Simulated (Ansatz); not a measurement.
# Y on Ru(0001): change of the work function, part 2 of 3

Aim: the work function of Ru(0001) at several coverages of Y (fcc site), and the dipole that each adsorbate carries.

Ansatz 0.2.0; plane-wave DFT, PBE, Ansatz PAW.

So far, work function, upper face (eV): step 2 (the clean slab) 5.05.

## (3) The covered slab, k-mesh 4×4×1, coverage 0.111 ML

System of this step: Y/Ru(0001). The cell holds 37 atoms: 36 Ru and 1 Y. Cell: a = 8.100 Å, b = 8.100 Å, c = 27.471 Å, α = 90.0°, β = 90.0°, γ = 60.0°. Vacuum lies along c.

The clean slab as it ended is repeated in the plane and the adsorbate is set on one face; the cell's size fixes the coverage, and the k-mesh shrinks with it to keep the sampling density about even. Adsorbate and upper layers relax, since the dipole depends on the height.

input.yaml

```yaml
crystal:
  lattice:
    - [8.1, 0.0, 0.0]
    - [4.05, 7.0148057706, 0.0]
    - [0.0, 0.0, 27.4711513666]
  atoms:
    - { symbol: Ru, position: [0.2222222222, 0.2222222222, 0.3276164104] }
    - { symbol: Ru, position: [0.0, 0.0, 0.4054580695] }
    - { symbol: Ru, position: [0.2222222222, 0.2222222222, 0.4840055145] }
    - { symbol: Ru, position: [0.0, 0.0, 0.55990763] }
    - { symbol: Ru, position: [0.2222222222, 0.5555555556, 0.3276164104] }
    - { symbol: Ru, position: [0.0, 0.3333333333, 0.4054580695] }
    - { symbol: Ru, position: [0.2222222222, 0.5555555556, 0.4840055145] }
    - { symbol: Ru, position: [0.0, 0.3333333333, 0.55990763] }
    - { symbol: Ru, position: [0.2222222222, 0.8888888889, 0.3276164104] }
    - { symbol: Ru, position: [0.0, 0.6666666667, 0.4054580695] }
    - { symbol: Ru, position: [0.2222222222, 0.8888888889, 0.4840055145] }
    - { symbol: Ru, position: [0.0, 0.6666666667, 0.55990763] }
    - { symbol: Ru, position: [0.5555555556, 0.2222222222, 0.3276164104] }
    - { symbol: Ru, position: [0.3333333333, 0.0, 0.4054580695] }
    - { symbol: Ru, position: [0.5555555556, 0.2222222222, 0.4840055145] }
    - { symbol: Ru, position: [0.3333333333, 0.0, 0.55990763] }
    - { symbol: Ru, position: [0.5555555556, 0.5555555556, 0.3276164104] }
    - { symbol: Ru, position: [0.3333333333, 0.3333333333, 0.4054580695] }
    - { symbol: Ru, position: [0.5555555556, 0.5555555556, 0.4840055145] }
    - { symbol: Ru, position: [0.3333333333, 0.3333333333, 0.55990763] }
    - { symbol: Ru, position: [0.5555555556, 0.8888888889, 0.3276164104] }
    - { symbol: Ru, position: [0.3333333333, 0.6666666667, 0.4054580695] }
    - { symbol: Ru, position: [0.5555555556, 0.8888888889, 0.4840055145] }
    - { symbol: Ru, position: [0.3333333333, 0.6666666667, 0.55990763] }
    - { symbol: Ru, position: [0.8888888889, 0.2222222222, 0.3276164104] }
    - { symbol: Ru, position: [0.6666666667, 0.0, 0.4054580695] }
    - { symbol: Ru, position: [0.8888888889, 0.2222222222, 0.4840055145] }
    - { symbol: Ru, position: [0.6666666667, 0.0, 0.55990763] }
    - { symbol: Ru, position: [0.8888888889, 0.5555555556, 0.3276164104] }
    - { symbol: Ru, position: [0.6666666667, 0.3333333333, 0.4054580695] }
    - { symbol: Ru, position: [0.8888888889, 0.5555555556, 0.4840055145] }
    - { symbol: Ru, position: [0.6666666667, 0.3333333333, 0.55990763] }
    - { symbol: Ru, position: [0.8888888889, 0.8888888889, 0.3276164104] }
    - { symbol: Ru, position: [0.6666666667, 0.6666666667, 0.4054580695] }
    - { symbol: Ru, position: [0.8888888889, 0.8888888889, 0.4840055145] }
    - { symbol: Ru, position: [0.6666666667, 0.6666666667, 0.55990763] }
    - { symbol: "Y", position: [0.1111111111, 0.1111111111, 0.6723835896] }
kpoints:
  mp_grid: { grid: [4, 4, 1] }
hamiltonian:
  xc: pbe
scf:
  occupations: { method: fermi_dirac, width: 0.1 }
  convergence: { dr2_threshold: 1.0e-08 }
efield:
  axis: 3
  dipole_correction: true
  ramp_position: 0.97
  ramp_width: 0.06
relax:
  f_tol: 0.02
  max_steps: 60
  constraints:
    - { sites: [0, 1, 4, 5, 8, 9, 12, 13, 16, 17, 20, 21, 24, 25, 28, 29, 32, 33] }
output:
  write_potential: true
  write_density: true
  volumetric_format: npy
```

On the command line:

```sh
ansatz run input.yaml --threads 4 --pin off --max-ram 16384MiB --backend cpu --events-out ev --progress --plain --runs-dir out
```

Log:

```text
[...]
Crystal: 37 atoms, lattice volume = 1560.909 Å³
Basis set: ecut = 420 eV, 30541 PW (Γ), exchange–correlation on 120×120×384 points (8 copies of the dense FFT grid, shifted against one another)
Bands: 353, of which v1, the nominal top of the filled ones, is band 294 counted from 1 (293 counted from 0)
Symmetry: 6 space group operations
[...]
k-points: 4 of 16 (time reversal used)
[...]
SCF iter   1: F=—  HF=-215463.096198 eV  |F-HF|=—  |Δ(HF+E_count)|=         —  Δρ=1.61e-2  dr2=8.36e1  ethr=1.77e-3  p=0.747 e·Å  D=8.66e-2 V/Å  ΔV_dip=-2.38 eV  dr2_dipole=3.71e1  V_vac-E_F(+/−)=2.51/4.89 eV  ⟨swp⟩=7.2  Hψ=5544  notcnv=0
[...]
SCF iter  13: F=-215462.291894 eV  HF=-215462.291894 eV  |F-HF|=4.89e-9  |Δ(HF+E_count)|=   2.90e-8  Δρ=2.31e-7  dr2=2.39e-9  ethr=1.70e-12  p=0.681 e·Å  D=7.90e-2 V/Å  ΔV_dip=-2.17 eV  dr2_dipole=5.85e-10  V_vac-E_F(+/−)=2.90/5.07 eV  ⟨swp⟩=9.5  Hψ=9120  notcnv=0
SCF 1 converged in 13 iterations: F = -215462.291894 eV  dr2 = 2.39e-9
[...]
relax step   1: F+E_penalty+E_count = -215462.29189424 eV  Δ(F+E_penalty+E_count) = +0.000e0 eV  max|allowed force component| = 2.953e0 eV/Å  Δτ_max = 0.0000 Å  (13 SCF iters, accepted)
[...]
SCF iter  11: F=-215462.994756 eV  HF=-215462.994756 eV  |F-HF|=3.61e-8  |Δ(HF+E_count)|=   2.10e-7  Δρ=4.52e-7  dr2=6.49e-9  ethr=1.70e-12  p=0.742 e·Å  D=8.60e-2 V/Å  ΔV_dip=-2.36 eV  dr2_dipole=9.47e-10  V_vac-E_F(+/−)=2.71/5.07 eV  ⟨swp⟩=10.2  Hψ=10237  notcnv=0
SCF 2 converged in 11 iterations: F = -215462.994756 eV  dr2 = 6.49e-9
relax step   2: F+E_penalty+E_count = -215462.99475604 eV  Δ(F+E_penalty+E_count) = -7.029e-1 eV  max|allowed force component| = 3.163e0 eV/Å  Δτ_max = 0.1996 Å  (11 SCF iters, accepted)
SCF iter   1: F=—  HF=-215463.683479 eV  |F-HF|=—  |Δ(HF+E_count)|=         —  Δρ=3.43e-3  dr2=1.11e0  ethr=1.22e-3  p=0.742 e·Å  D=8.60e-2 V/Å  ΔV_dip=-2.36 eV  dr2_dipole=2.38e-1  V_vac-E_F(+/−)=2.72/5.09 eV  ⟨swp⟩=4.5  Hψ=2614  notcnv=0
[...]
SCF iter  10: F=-215463.641499 eV  HF=-215463.641499 eV  |F-HF|=6.78e-8  |Δ(HF+E_count)|=   2.86e-7  Δρ=6.05e-7  dr2=8.55e-9  ethr=1.70e-12  p=0.781 e·Å  D=9.05e-2 V/Å  ΔV_dip=-2.49 eV  dr2_dipole=4.93e-10  V_vac-E_F(+/−)=2.59/5.07 eV  ⟨swp⟩=10.5  Hψ=10000  notcnv=0
SCF 3 converged in 10 iterations: F = -215463.641499 eV  dr2 = 8.55e-9
[...]
relax step   3: F+E_penalty+E_count = -215463.64149928 eV  Δ(F+E_penalty+E_count) = -6.467e-1 eV  max|allowed force component| = 2.944e0 eV/Å  Δτ_max = 0.1949 Å  (10 SCF iters, accepted)
[...]
relax step   4: F+E_penalty+E_count = -215464.18157068 eV  Δ(F+E_penalty+E_count) = -5.401e-1 eV  max|allowed force component| = 2.018e0 eV/Å  Δτ_max = 0.1980 Å  (10 SCF iters, accepted)
[...]
relax step   5: F+E_penalty+E_count = -215464.45788631 eV  Δ(F+E_penalty+E_count) = -2.763e-1 eV  max|allowed force component| = 5.264e-1 eV/Å  Δτ_max = 0.1995 Å  (10 SCF iters, accepted)
[...]
relax step   6: F+E_penalty+E_count = -215464.48894131 eV  Δ(F+E_penalty+E_count) = -3.105e-2 eV  max|allowed force component| = 2.540e-1 eV/Å  Δτ_max = 0.1148 Å  (10 SCF iters, accepted)
[...]
relax step   7: F+E_penalty+E_count = -215464.51265148 eV  Δ(F+E_penalty+E_count) = -2.371e-2 eV  max|allowed force component| = 3.554e-2 eV/Å  Δτ_max = 0.0218 Å  (8 SCF iters, accepted)
SCF iter   1: F=—  HF=-215464.509349 eV  |F-HF|=—  |Δ(HF+E_count)|=         —  Δρ=1.08e-4  dr2=5.88e-4  ethr=1.99e-6  p=0.696 e·Å  D=8.07e-2 V/Å  ΔV_dip=-2.22 eV  dr2_dipole=1.31e-4  V_vac-E_F(+/−)=2.87/5.09 eV  ⟨swp⟩=2.0  Hψ=1841  notcnv=0  defer=3
[...]
SCF iter   7: F=-215464.512777 eV  HF=-215464.512777 eV  |F-HF|=1.59e-8  |Δ(HF+E_count)|=   3.52e-8  Δρ=2.37e-7  dr2=1.43e-9  ethr=1.70e-12  p=0.697 e·Å  D=8.08e-2 V/Å  ΔV_dip=-2.22 eV  dr2_dipole=6.41e-11  V_vac-E_F(+/−)=2.86/5.09 eV  ⟨swp⟩=9.8  Hψ=9542  notcnv=0
SCF 8 converged in 7 iterations: F = -215464.512777 eV  dr2 = 1.43e-9
relax step   8: F+E_penalty+E_count = -215464.51277668 eV  Δ(F+E_penalty+E_count) = -1.252e-4 eV  max|allowed force component| = 4.490e-3 eV/Å  Δτ_max = 0.0047 Å  (7 SCF iters, accepted)
NSCF: frozen V_eff on 4 k-points
[...]
WARN: The output density's exchange-correlation potential varies sharply where the density is thin. Do not read a vacuum level from v_tot or v_xc, or from such a field of the output density. On a cell that repeats whose density bears no net charge and no dipole along the vacuum's axis use v_es (v_loc + v_h of the components); under efield.dipole_correction with no amplitude use v_es + v_field, which holds any externa [...]
SCF converged after 7 iterations
Free energy (F): -215464.512777 eV
[...]
Internal energy: -215463.131338 eV  (E = F + TS)
E sigma→0 (E₀):  -215463.822058 eV
Entropy (-TS):   -1.381438 eV (-37.336 meV/atom)
Fermi energy:    4.972944 eV
Dipole field:    D = 0.080839 V/Å  (p = 0.697323 e·Å, saw-weighted, corrected)
Work function:   Φ+ = 2.8649 eV   Φ− = 5.0856 eV
[...]
--- Forces (eV/Å), atoms counted from 1 ---
  atom   1  Ru    -0.00153082    -0.00088382     0.44589410
  atom   2  Ru     0.03841729     0.02218023    -0.42237896
  atom   3  Ru     0.00357169     0.00206212     0.00105629
  atom   4  Ru     0.00158302     0.00091396    -0.00136772
  atom   5  Ru    -0.02017654     0.01164893     0.48073433
  atom   6  Ru    -0.00000000    -0.04436047    -0.42237896
  atom   7  Ru    -0.00275759     0.00159210     0.00318731
  atom   8  Ru     0.00000000    -0.00182791    -0.00136772
  atom   9  Ru     0.00000000     0.00176764     0.44589410
  atom  10  Ru     0.08628453    -0.04981640    -0.47145688
  atom  11  Ru     0.00000000    -0.00412424     0.00105629
  atom  12  Ru     0.00074298    -0.00042896    -0.00263068
  atom  13  Ru     0.00000000    -0.02329786     0.48073433
  atom  14  Ru    -0.03841729     0.02218023    -0.42237896
  atom  15  Ru     0.00000000    -0.00318419     0.00318731
  atom  16  Ru    -0.00158302     0.00091396    -0.00136772
  atom  17  Ru     0.02017654     0.01164893     0.48073433
  atom  18  Ru     0.03158537     0.01823582    -0.44346342
  atom  19  Ru     0.00275759     0.00159210     0.00318731
  atom  20  Ru     0.00018975     0.00010955    -0.00160431
  atom  21  Ru     0.01299411    -0.00750215     0.40980262
  atom  22  Ru    -0.00000000    -0.03647164    -0.44346342
  atom  23  Ru     0.00388828    -0.00224490     0.00282266
  atom  24  Ru     0.00000000    -0.00021911    -0.00160431
  atom  25  Ru     0.00153082    -0.00088382     0.44589410
  atom  26  Ru    -0.00000000     0.09963279    -0.47145688
  atom  27  Ru    -0.00357169     0.00206212     0.00105629
  atom  28  Ru    -0.00000000     0.00085791    -0.00263068
  atom  29  Ru     0.00000000     0.01500430     0.40980262
  atom  30  Ru    -0.03158537     0.01823582    -0.44346342
  atom  31  Ru     0.00000000     0.00448980     0.00282266
  atom  32  Ru    -0.00018975     0.00010955    -0.00160431
  atom  33  Ru    -0.01299411    -0.00750215     0.40980262
  atom  34  Ru    -0.08628453    -0.04981640    -0.47145688
  atom  35  Ru    -0.00388828    -0.00224490     0.00282266
  atom  36  Ru    -0.00074298    -0.00042896    -0.00263068
  atom  37  Y      0.00000000    -0.00000000    -0.00177241
  max |Σ_I F_I| component: 1.36e-5 eV/Å
--- Band table (eV) ---
  k-point 0: bands = [... 290 lower, 5.2582, 5.2893, 5.2893, 5.2934, 5.2985, 5.3110, 5.3110, 5.3323, ... 55 higher]
  k-point 1: bands = [... 290 lower, 4.8984, 4.9224, 4.9225, 5.0045, 5.0727, 5.1112, 5.1868, 5.1914, ... 55 higher]
  k-point 2: bands = [... 290 lower, 4.6690, 4.6785, 4.9134, 4.9918, 5.0318, 5.0651, 5.1605, 5.1834, ... 55 higher]
  k-point 3: bands = [... 290 lower, 4.7276, 4.7941, 4.8251, 4.8505, 4.9821, 5.0144, 5.0179, 5.0646, ... 55 higher]
--- Relaxed structure (8 steps of the walk, 8 accepted, 0 SCFs on fresh bases) ---
  F+E_penalty+E_count = -215464.51277668 eV   max|allowed force component| = 4.490e-3 eV/Å
  atoms:
    - { symbol: Ru, position: [0.222222, 0.222222, 0.3276164104] }
    - { symbol: Ru, position: [1.111110e-11, 1.111110e-11, 0.405458] }
    - { symbol: Ru, position: [0.222233, 0.222233, 0.483490] }
    - { symbol: Ru, position: [-0.00364636, -0.00364636, 0.560692] }
    - { symbol: Ru, position: [0.222222, 0.555556, 0.3276164104] }
    - { symbol: Ru, position: [1.111114e-11, 0.333333, 0.405458] }
    - { symbol: Ru, position: [0.221966, 0.555684, 0.484213] }
    - { symbol: Ru, position: [-0.00364636, 0.340626, 0.560692] }
    - { symbol: Ru, position: [0.222222, 0.888889, 0.3276164104] }
    - { symbol: Ru, position: [-2.222217e-11, 0.666667, 0.405458] }
    - { symbol: Ru, position: [0.222233, 0.888867, 0.483490] }
    - { symbol: Ru, position: [0.000489183, 0.666422, 0.559860] }
    - { symbol: Ru, position: [0.555556, 0.222222, 0.3276164104] }
    - { symbol: Ru, position: [0.333333, 1.111110e-11, 0.405458] }
    - { symbol: Ru, position: [0.555684, 0.221966, 0.484213] }
    - { symbol: Ru, position: [0.340626, -0.00364636, 0.560692] }
    - { symbol: Ru, position: [0.555556, 0.555556, 0.3276164104] }
    - { symbol: Ru, position: [0.333333, 0.333333, 0.405458] }
    - { symbol: Ru, position: [0.555684, 0.555684, 0.484213] }
    - { symbol: Ru, position: [0.333606, 0.333606, 0.560629] }
    - { symbol: Ru, position: [0.555556, 0.888889, 0.3276164104] }
    - { symbol: Ru, position: [0.333333, 0.666667, 0.405458] }
    - { symbol: Ru, position: [0.555576, 0.888878, 0.483008] }
    - { symbol: Ru, position: [0.333606, 0.666121, 0.560629] }
    - { symbol: Ru, position: [0.888889, 0.222222, 0.3276164104] }
    - { symbol: Ru, position: [0.666667, -2.222223e-11, 0.405458] }
    - { symbol: Ru, position: [0.888867, 0.222233, 0.483490] }
    - { symbol: Ru, position: [0.666422, 0.000489183, 0.559860] }
    - { symbol: Ru, position: [0.888889, 0.555556, 0.3276164104] }
    - { symbol: Ru, position: [0.666667, 0.333333, 0.405458] }
    - { symbol: Ru, position: [0.888878, 0.555576, 0.483008] }
    - { symbol: Ru, position: [0.666121, 0.333606, 0.560629] }
    - { symbol: Ru, position: [0.888889, 0.888889, 0.3276164104] }
    - { symbol: Ru, position: [0.666667, 0.666667, 0.405458] }
    - { symbol: Ru, position: [0.888878, 0.888878, 0.483008] }
    - { symbol: Ru, position: [0.666422, 0.666422, 0.559860] }
    - { symbol: Y, position: [0.111111, 0.111111, 0.639450] }
```

It took 18 min on 4 threads of Arm Neoverse V1, shared host; peak memory 9.2 GiB.

Step by step:

```tsv
step	energy less that of the first step (eV)	largest force component (eV/Å)
1	0.0000	2.9529
2	-0.7029	3.1626
3	-1.3496	2.9440
4	-1.8897	2.0181
5	-2.1660	0.5264
6	-2.1970	0.2540
7	-2.2208	0.0355
8	-2.2209	0.0045
```

The run keeps the 6 symmetry operations that the program found, so distortions that break them were not tested.

The atoms that moved most (Å):

```tsv
atom	dx	dy	dz	length
Y37	0.000	0.000	-0.905	0.905
Ru4	-0.044	-0.026	0.022	0.056
Ru16	0.044	-0.026	0.022	0.056
Ru8	0.000	0.051	0.022	0.056
Ru23	0.000	0.000	-0.027	0.027
Ru35	0.000	0.000	-0.027	0.027
Ru31	0.000	0.000	-0.027	0.027
Ru24	0.000	-0.004	0.020	0.020
```

The relaxed structure:

```xyz
37
Lattice="8.1000 0.0000 0.0000 4.0500 7.0148 0.0000 0.0000 0.0000 27.4712" Properties=species:S:1:pos:R:3
Ru    2.7000    1.5588    9.0000
Ru    0.0000    0.0000   11.1384
Ru    2.7001    1.5589   13.2820
Ru   -0.0443   -0.0256   15.4029
Ru    4.0500    3.8971    9.0000
Ru    1.3500    2.3383   11.1384
Ru    4.0484    3.8980   13.3019
Ru    1.3500    2.3894   15.4029
Ru    5.4000    6.2354    9.0000
Ru    2.7000    4.6765   11.1384
Ru    5.4000    6.2352   13.2820
Ru    2.7030    4.6748   15.3800
Ru    5.4000    1.5588    9.0000
Ru    2.7000    0.0000   11.1384
Ru    5.4000    1.5570   13.3019
Ru    2.7443   -0.0256   15.4029
Ru    6.7500    3.8971    9.0000
Ru    4.0500    2.3383   11.1384
Ru    6.7516    3.8980   13.3019
Ru    4.0533    2.3402   15.4011
Ru    8.1000    6.2354    9.0000
Ru    5.4000    4.6765   11.1384
Ru    8.1001    6.2353   13.2688
Ru    5.4000    4.6727   15.4011
Ru    8.1000    1.5588    9.0000
Ru    5.4000    0.0000   11.1384
Ru    8.0999    1.5589   13.2820
Ru    5.4000    0.0034   15.3800
Ru    9.4500    3.8971    9.0000
Ru    6.7500    2.3383   11.1384
Ru    9.4500    3.8973   13.2688
Ru    6.7467    2.3402   15.4011
Ru   10.8000    6.2354    9.0000
Ru    8.1000    4.6765   11.1384
Ru   10.7999    6.2353   13.2688
Ru    8.0970    4.6748   15.3800
Y     1.3500    0.7794   17.5664
```

This step gave:

```
energy at zero smearing        : -215463.8221 eV
work function, upper face      : 2.865 eV
work function, lower face      : 5.086 eV
dipole along the normal        : 0.6973 e·Å
step between the vacuum levels : -2.221 eV
```

Running mean over 2.138 Å of the planar mean; the ramp of the sawtooth is left out. Electron's electrostatic potential energy less the Fermi level against z:

```tsv
z (Å)	electron's electrostatic potential energy less the Fermi level (eV)
4	5.09
5	5.08
6	5.00
7	3.96
8	-6.26
9	-14.2
10	-14.7
11	-14.8
12	-14.8
13	-14.9
14	-15.1
15	-14.7
16	-11.9
17	-0.504
18	1.45
19	2.33
20	2.80
21	2.86
22	2.86
23	2.86
24	2.86
```

The relaxation took 8 steps and lowered the energy by 2.2 eV; the largest force on the free atoms ends at 0.0045 eV/Å.

The covered face has 2.86 eV, -2.18 eV against the clean one; the bare back face has moved by +0.01 eV, a measure of how thin the slab is.

(Continued in part 3 of 3.)

[Long decimals in the printed logs are rounded to 6 places.]

[Logs are printed without paths, hosts, clocks, repeated set-up lines and the standing remarks that a program may print on its own settings, such as how far it seeks lower states.]

[Hosts, paths, dates, database ids (printed as entryN), source tags and the programs' standing remarks are cut or masked in the printed files.]

[Maps of the electrostatic potential energy from Ansatz leave out the sawtooth potential of an applied field or a dipole correction, so their vacuum need not be flat; planar profiles and work functions include it.]
